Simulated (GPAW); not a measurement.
# How the form of the self-energy moves the gap of InF3 (R-3c)

Wanted: the gap of InF3 (R-3c) under several approximations, with cost.

Calculated with GPAW 26.7.0; LDA and many-body steps on it, plane waves.

This is a report of a sequence of runs, with most program output left out.

## (1) The structure

The structure is trigonal, space group R-3c (No. 167). The conventional cell has a = 5.204 Å, b = 5.204 Å, c = 14.723 Å, α = 90.00°, β = 90.00°, γ = 120.00°. In has 6 F at 2.08 Å nearest. Nearest to F lie 2 In at 2.08 Å. Farther neighbours and most contacts between anions are not listed.

Structure file:

```xyz
8
Lattice="2.6021 1.5023 4.9075 -2.6021 1.5023 4.9075 0.0000 -3.0047 4.9075" Properties=species:S:1:pos:R:3 pbc="T T T"
In    0.0000    0.0000    7.3613
In    0.0000    0.0000    0.0000
F    -0.9219    1.4079    6.1344
F     1.6802    0.0945    6.1344
F     0.7583    1.5023    8.5881
F    -1.6802   -0.0945    8.5881
F     0.9219   -1.4079    8.5881
F    -0.7583   -1.5023    6.1344
```

The cell and positions are those that the Materials Project relaxed with its own functionals (PBE, PBE+U or r2SCAN), kept fixed.

## (2) Empty states on the mesh, 4×4×4 mesh, 397 bands

This step: GPAW 26.7.0; DFT, LDA, plane waves, PAW.

The sums over transitions need many empty states on a uniform mesh; this step solves for them.

Contents of run.py:

```python
import json
import numpy as np
from gpaw.mpi import world
from gpaw import GPAW

calc = GPAW('gs.gpw').fixed_density(kpts={'size': (4, 4, 4), 'gamma': True},
    parallel={'domain': 1, 'band': 1},
    txt='nscf.txt')
calc.diagonalize_full_hamiltonian(nbands=397)
calc.write('full.gpw', mode='all')
res = {}
kpts = calc.get_ibz_k_points()
res['kpts'] = kpts
res['eigenvalues'] = [calc.get_eigenvalues(kpt=k) for k in range(len(kpts))]
res['n_electrons'] = calc.get_number_of_electrons()

if world.rank == 0:
    with open('result.json', 'w') as f:
        json.dump(res, f, default=lambda x: x.tolist())
```

The run is started by

```sh
$ mpirun -n 8 gpaw python run.py
```

Elapsed: 1.9 min, on 8 MPI ranks of Intel Xeon Platinum 8259CL at 2.50GHz (Skylake/Cascade Lake), shared host; peak memory 10 GiB.

Numbers from this step:

| Item | Value |
| --- | --- |
| gap | 4.001 eV |
| k of the valence top | 0.5, 0.5, 0 |
| k of the conduction bottom | 0, 0, 0 |
| least direct gap | 4.036 eV |
| k points computed | 14 |
| lowest point of the top converged band, above the valence top | 120.5849 eV |

On this mesh the gap is 4.001 eV.

## (3) G0W0, Godby-Needs plasmon pole

G0W0 replaces the xc potential by the self-energy, built once from these orbitals. Only a window of levels is corrected, while the sums run over the empty bands that the input names.

This step: G0W0 on LDA, plane waves, PAW.

Contents of run.py:

```python
import json
import numpy as np
from gpaw.mpi import world
from gpaw.response.g0w0 import G0W0

gw = G0W0('full.gpw',
    filename='gw',
    kpts=[0, 11],
    bands=(32, 36),
    ecut=78,
    nbands=180,
    integrate_gamma='WS',
    ppa=True)
gw.calculate()
res = {mode: {k: v for k, v in r.items() if k != 'sigma_eskwn'}
       for mode, r in gw.all_results.items()}

if world.rank == 0:
    with open('result.json', 'w') as f:
        json.dump(res, f, default=lambda x: x.tolist())
```

The run is started by

```sh
$ mpirun -n 8 gpaw python run.py
```

Run time: 8 min. Hardware: 8 MPI ranks; peak memory 4.4 GiB.

This step gave:

```
G0W0 gap on the points computed              : 7.518 eV
least direct G0W0 gap on the computed points : 7.645 eV
Z at the valence top                         : 0.8061
Z at the conduction bottom                   : 0.8686
starting gap on the mesh                     : 4.001 eV
k of the valence top                         : 0.5, 0.5, 0
k of the conduction bottom                   : 0, 0, 0
```

The gap on the mesh goes from 4.00 eV to 7.52 eV, a correction of +3.52 eV.

## (4) One-shot HSE06

This step: one-shot HSE06 levels on LDA orbitals, plane waves, PAW.

Contents of run.py:

```python
import json
import numpy as np
from gpaw.mpi import world
from gpaw.hybrids.eigenvalues import non_self_consistent_eigenvalues

dft, vxc, vxc_hyb = non_self_consistent_eigenvalues('full.gpw', 'HSE06', 32, 36, kpt_indices=[0, 11])
res = {'dft': dft[0], 'hybrid': (dft - vxc + vxc_hyb)[0]}
if world.rank == 0:
    with open('hybrid.txt', 'w') as f:
        for k, e0, e1 in zip([0, 11], res['dft'], res['hybrid']):
            print(k, ' '.join(f'{x:9.4f}' for x in e0), '|', ' '.join(f'{x:9.4f}' for x in e1), file=f)

if world.rank == 0:
    with open('result.json', 'w') as f:
        json.dump(res, f, default=lambda x: x.tolist())
```

The run is started by

```sh
$ mpirun -n 8 gpaw python run.py
```

Wall time 10 s (8 MPI ranks); peak memory 3.3 GiB; 77 s of CPU time.

Numbers from this step:

| Item | Value |
| --- | --- |
| starting gap on the mesh | 4.001 eV |
| hybrid gap on the mesh | 6.564 eV |
| least direct hybrid gap on the computed points | 6.674 eV |

## (5) G0W0, extrapolated in the cutoff

This step: G0W0 on LDA, plane waves, PAW.

Contents of run.py:

```python
import json
import numpy as np
from gpaw.mpi import world
from gpaw.response.g0w0 import G0W0

gw = G0W0('full.gpw',
    filename='gw',
    kpts=[0, 11],
    bands=(32, 36),
    ecut=130.0,
    integrate_gamma='WS',
    ppa=True,
    ecut_extrapolation=True)
gw.calculate()
res = {mode: {k: v for k, v in r.items() if k != 'sigma_eskwn'}
       for mode, r in gw.all_results.items()}

if world.rank == 0:
    with open('result.json', 'w') as f:
        json.dump(res, f, default=lambda x: x.tolist())
```

The run is started by

```sh
$ mpirun -n 8 gpaw python run.py
```

Run time: 28 min. Hardware: 8 MPI ranks; peak memory 6.7 GiB.

This step gave:

```
quasiparticle gap on the points computed              : 7.462 eV
least direct quasiparticle gap on the computed points : 7.546 eV
Z at the valence top                                  : 0.7916
Z at the conduction bottom                            : 0.8614
starting gap on the mesh                              : 4.001 eV
k of the valence top                                  : 0.5, 0.5, 0
k of the conduction bottom                            : 0, 0, 0
gaps at the cutoffs of the extrapolation              : 7.405, 7.409, 7.417 eV
```

Against G0W0 in GPAW (4×4×4 mesh, 180 bands, screening to 78 eV, Godby-Needs plasmon pole), the gap moves by −0.056 eV.

## (6) One-shot Hartree-Fock

This step: one-shot Hartree-Fock levels on LDA orbitals, plane waves, PAW.

Contents of run.py:

```python
import json
import numpy as np
from gpaw.mpi import world
from gpaw.hybrids.eigenvalues import non_self_consistent_eigenvalues

dft, vxc, vxc_hyb = non_self_consistent_eigenvalues('full.gpw', 'EXX', 32, 36, kpt_indices=[0, 11])
res = {'dft': dft[0], 'hybrid': (dft - vxc + vxc_hyb)[0]}
if world.rank == 0:
    with open('hybrid.txt', 'w') as f:
        for k, e0, e1 in zip([0, 11], res['dft'], res['hybrid']):
            print(k, ' '.join(f'{x:9.4f}' for x in e0), '|', ' '.join(f'{x:9.4f}' for x in e1), file=f)

if world.rank == 0:
    with open('result.json', 'w') as f:
        json.dump(res, f, default=lambda x: x.tolist())
```

The run is started by

```sh
$ mpirun -n 8 gpaw python run.py
```

Elapsed: 8.6 s, on 8 MPI ranks; peak memory 3.2 GiB; 66 s of CPU time.

This step gave:

```yaml
starting_gap_on_the_mesh: 4.001 eV
hybrid_gap_on_the_mesh: 15.71 eV
least_direct_hybrid_gap_on_the_computed_points: 16.39 eV
```

## (7) G0W0, full frequency, Hilbert transform

This step: G0W0 on LDA, plane waves, PAW.

Contents of run.py:

```python
import json
import numpy as np
from gpaw.mpi import world
from gpaw.response.g0w0 import G0W0

gw = G0W0('full.gpw',
    filename='gw',
    kpts=[0, 11],
    bands=(32, 36),
    ecut=78,
    nbands=180,
    integrate_gamma='WS',
    frequencies={'type': 'nonlinear', 'domega0': 0.1, 'omega2': 15.0},
    eta=0.1,
    nblocksmax=True)
gw.calculate()
res = {mode: {k: v for k, v in r.items() if k != 'sigma_eskwn'}
       for mode, r in gw.all_results.items()}

if world.rank == 0:
    with open('result.json', 'w') as f:
        json.dump(res, f, default=lambda x: x.tolist())
```

The run is started by

```sh
$ mpirun -n 8 gpaw python run.py
```

Run time: 9.9 min. Hardware: 8 MPI ranks; peak memory 4.5 GiB.

This step gave:

* G0W0 gap on the points computed: 7.443 eV
* least direct G0W0 gap on the computed points: 7.551 eV
* starting gap on the mesh: 4.001 eV
* k of the valence top: 0.5, 0.5, 0
* k of the conduction bottom: 0, 0, 0

Against G0W0 in GPAW (4×4×4 mesh, 180 bands, screening to 78 eV, Godby-Needs plasmon pole), the gap moves by −0.075 eV.

## (8) The runs together

Times are wall times on 8 MPI ranks of Intel Xeon Platinum 8259CL at 2.50GHz (Skylake/Cascade Lake), shared host, good to a factor of about two.

| run | mesh | bands | screening cutoff (eV) | DFT gap (eV) | gap on the mesh (eV) | direct (eV) | time |
| --- | --- | --- | --- | --- | --- | --- | --- |
| G0W0, Godby-Needs plasmon pole | 4×4×4 | 180 | 78 | 4.001 | 7.518 | 7.645 | 8 min |
| one-shot HSE06 | 4×4×4 | - | - | 4.001 | 6.564 | 6.674 | 10 s |
| G0W0, extrapolated in the cutoff | 4×4×4 | - | 130 | 4.001 | 7.462 | 7.546 | 28 min |
| one-shot Hartree-Fock | 4×4×4 | - | - | 4.001 | 15.706 | 16.391 | 8.6 s |
| G0W0, full frequency, Hilbert transform | 4×4×4 | 180 | 78 | 4.001 | 7.443 | 7.551 | 9.9 min |

## (9) Outcome

| Quantity | Value |
| --- | --- |
| G0W0, Godby-Needs plasmon pole | 7.518 eV |
| one-shot HSE06 | 6.564 eV |
| G0W0, extrapolated in the cutoff | 7.462 eV |
| one-shot Hartree-Fock | 15.706 eV |
| G0W0, full frequency, Hilbert transform | 7.443 eV |
| known limits | not at the basis limit; no spin-orbit coupling |

One-shot HSE06: −0.954 eV against G0W0, Godby-Needs plasmon pole. G0W0, extrapolated in the cutoff: −0.056 eV against G0W0, Godby-Needs plasmon pole, at other bands or cutoff, so not like for like. One-shot Hartree-Fock: +8.188 eV against G0W0, Godby-Needs plasmon pole. G0W0, full frequency, Hilbert transform: −0.075 eV against G0W0, Godby-Needs plasmon pole. Bare exchange alone opens the gap to 15.71 eV; against G0W0, correlation takes back 8.19 eV. One-shot hybrid levels are evaluated on the LDA orbitals. Bands and cutoff are finite, so the gap is not at the basis limit. The miss can reach some tenths of an eV and take either sign; the mesh is an error of its own. These stock PAW sets were not made for GW. In the G0W0 runs levels were corrected at 2 k points alone, so a gap called «on the mesh» is the least over those, and an edge elsewhere would be missed. The program warns of a poor linear fit in the extrapolation of some level, so the extrapolated values are rough. The many-body steps are scalar-relativistic: spin-orbit coupling is not in them.

[Paths, hosts, dates, memory and timing lines, banners, echoed tables and standing remarks are left out of the program output.]

[Logs are printed without paths, hosts, clocks, repeated set-up lines and the standing remarks that a program may print on its own settings, such as how far it seeks lower states.]

[Runs of the session that timed out or met a known fault of the program may be left out.]

[Hosts, paths, dates, database ids (printed as entryN), source tags and the programs' standing remarks are cut or masked in the printed files.]
